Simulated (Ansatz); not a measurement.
**Converging the smearing width for Zr2CO2 MXene, 4 layers in a Python loop**

How do energy, forces and time move with the smearing width?

Calculated with Ansatz 0.2.0; Kohn-Sham DFT, PBE+D3(BJ), PAW set soft_1, plane waves.

## 1. The starting structure

The cell holds 80 atoms: 16 C, 32 Zr and 32 O. Its edges and angles: a = 6.752 Å, b = 6.752 Å, c = 40.780 Å, α = 90.0°, β = 90.0°, γ = 120.0°. 4 layers of Zr2CO2 MXene (a = 3.31 A), 2 x 2 cells, biaxial strain +2 %, every second layer slid by 0.000 of a1 + 2 a2; facing planes 2.84, 2.72, 2.82 A apart; 14 A of vacuum. Regions: layer 1, 20 atoms (4 C, 8 Zr and 8 O); layer 2, 20 atoms (4 C, 8 Zr and 8 O); layer 3, 20 atoms (4 C, 8 Zr and 8 O); layer 4, 20 atoms (4 C, 8 Zr and 8 O). Vacuum lies along c.

## 2. The script

The script builds the cell with ASE, from fixed seeds where it draws at random, so the run can be repeated from this text alone. The 3×3×1 mesh is chosen so that along the periodic directions points times cell width come to 17.5 Å or more. A dispersion term (D3(BJ)) is added because semilocal functionals miss the attraction between layers or molecules. The PAW files are read from a folder beside the script (Ansatz's set soft_1), and the density starts from superposed atoms. No cutoff is typed, so the potentials' recommended one is used (420 eV). The narrowest smearing is the reference; the free energy moves with the width through its entropy term.

The input, test_settings.py:

```python
import time
import warnings
import numpy as np
from ase import Atoms
from ase.build import make_supercell
import ansatz as az

warnings.simplefilter("ignore", az.DeckWarning)
u1 = Atoms(['C', 'Zr', 'Zr', 'O', 'O'], cell=[3.31, 3.31, 1, 90, 90, 120], pbc=True,
          scaled_positions=[[0/3, 0/3, 0], [1/3, 2/3, 1.37], [2/3, 1/3, -1.37], [2/3, 1/3, 2.3], [1/3, 2/3, -2.3]])  # z in A
cell = [6.7524, 6.7524, 120]  # common in-plane cell: a, b, gamma
layers = [(u1, [[2, 0], [0, 2]], [0, 0], 1),
          (u1, [[2, 0], [0, 2]], [0, 0], 1),
          (u1, [[2, 0], [0, 2]], [0, 0], 1),
          (u1, [[2, 0], [0, 2]], [0, 0], 1)]
gaps = [2.84, 2.72, 2.82, 14]
atoms, top = Atoms(), 0.0
for k, (u, M, shift, flip) in enumerate(layers):
    s = make_supercell(u, [M[0] + [0], M[1] + [0], [0, 0, 1]], wrap=False)
    z = flip * s.positions[:, 2]; f = s.get_scaled_positions(wrap=False)
    s.set_cell([cell[0], cell[1], 1, 90, 90, cell[2]]); s.set_scaled_positions(np.c_[f[:, :2] + shift, z - z.min() + top]); s.set_tags(k)
    top = s.positions[:, 2].max() + gaps[k]; atoms += s
atoms.set_cell([cell[0], cell[1], top, 90, 90, cell[2]]); atoms.pbc = True
atoms.center(axis=2)
atoms.rattle(0.01, seed=40120)
atoms.wrap()
print(atoms.get_chemical_formula(), "-", len(atoms), "atoms; cell", atoms.cell.cellpar().round(3))

base = (
    az.Crystal.from_ase(atoms)
    .calculation()
    .functional("pbe", dispersion="d3bj")
    .pseudopotentials("paw", azcp={"folder": "./paw"}, xc_functional="pbe")
    .kpoints(3, 3, 1)
    .forces()
    .band_table()
)

def gap_of(report):
    e = np.concatenate(report["eigenvalues_ev"]); f = np.concatenate(report["occupations"])
    f = f / f.max()  # a half-filled level counts on both sides, so the gap is then zero
    return e[f > 0.3].max(), e[f < 0.7].min()

rows = []
for width in [0.5, 0.3, 0.2, 0.1, 0.05, 0.02]:
    start = time.time()
    try:
        r = base.occupations("gaussian", width=width).run(threads=4).report
    except az.AnsatzError as error:
        print(width, 'failed:', str(error)[:110])
        continue
    homo, lumo = gap_of(r)
    rows.append((width, r['free_energy_ev'] / len(atoms), np.array(r['forces_ev_ang']), max(lumo - homo, 0), np.nan, r['n_iterations'], time.time() - start))
    print(width, f"F = {r['free_energy_ev']:.4f} eV, {r['n_iterations']} iterations, {time.time() - start:.0f} s", flush=True)

ref = rows[-1]
scale = np.sqrt(np.mean(ref[2] ** 2))
print(f"r.m.s. force of the reference: {scale:.3f} eV/A")
print("   width  dE (meV/atom)  dF rms (meV/A)  dF (%)  gap (eV)  iter  time (s)")
for name, e, f, gap, p, n, t in rows:
    df = np.sqrt(np.mean((f - ref[2]) ** 2))
    print(f"{str(name):>8s} {1000 * (e - ref[1]):14.2f} {1000 * df:15.2f} {100 * df / scale:7.2f} {gap:9.3f} {n:5d} {t:9.1f}")
```

Command:

```sh
python test_settings.py
```

What it wrote:

```text
C16O32Zr32 - 80 atoms; cell [  6.752   6.752  40.78   90.     90.    120.   ]
RunWarning: concurrent solve slots capped 4 → 1: at 4 slots the entry's largest phase would hold 13.06 GiB against the 7.20 GiB of host memory that it is priced against; at 1 slot it would hold 5.43 GiB (results are unchanged, but for whatever memory decides [...]
0.5 F = -156173.0281 eV, 14 iterations, 229 s
RunWarning: concurrent solve slots capped 4 → 1: at 4 slots the entry's largest phase would hold 12.60 GiB against the 7.20 GiB of host memory that it is priced against; at 1 slot it would hold 5.26 GiB (results are unchanged, but for whatever memory decides [...]
0.3 F = -156172.9710 eV, 17 iterations, 214 s
0.2 F = -156172.9678 eV, 18 iterations, 234 s
0.1 F = -156172.9676 eV, 15 iterations, 194 s
0.05 F = -156172.9676 eV, 14 iterations, 201 s
0.02 F = -156172.9676 eV, 14 iterations, 203 s
r.m.s. force of the reference: 0.422 eV/A
   width  dE (meV/atom)  dF rms (meV/A)  dF (%)  gap (eV)  iter  time (s)
     0.5          -0.76           11.74    2.78     0.874    14     228.8
     0.3          -0.04            5.24    1.24     0.823    17     214.0
     0.2          -0.00            0.66    0.16     0.776    18     234.3
     0.1          -0.00            0.04    0.01     0.769    15     193.7
    0.05           0.00            0.00    0.00     0.769    14     201.4
    0.02           0.00            0.00    0.00     0.769    14     202.6
```

Wall time 21 min (4 threads of Arm Neoverse V2, shared host); peak memory 4.7 GiB; 83 min of CPU time.

## 3. Outcome

| Item | Value |
| --- | --- |
| reference run | 0.02, 3.4 min |
| r.m.s. force component of the reference | 0.422 eV/Å |
| largest r.m.s. force difference | 11.7 meV/Å (0.5) |
| smallest r.m.s. force difference | 0.00354 meV/Å (0.05) |
| energy differences | -0.755 to 0 meV/atom |

In words: Widths up to 0.2 eV keep the forces within 1 % of those at the narrowest. That holds here because a gap keeps the occupations nearly whole; it need not in a metal.

[Logs are printed without paths, hosts, clocks, repeated set-up lines and the standing remarks that a program may print on its own settings, such as how far it seeks lower states.]

[Hosts, paths, dates, database ids (printed as entryN), source tags and the programs' standing remarks are cut or masked in the printed files.]

[Scripts of this kind were picked in part by their result: those with far moves, changed bonds, near-zero gaps or large misses at database cells are mostly left out.]
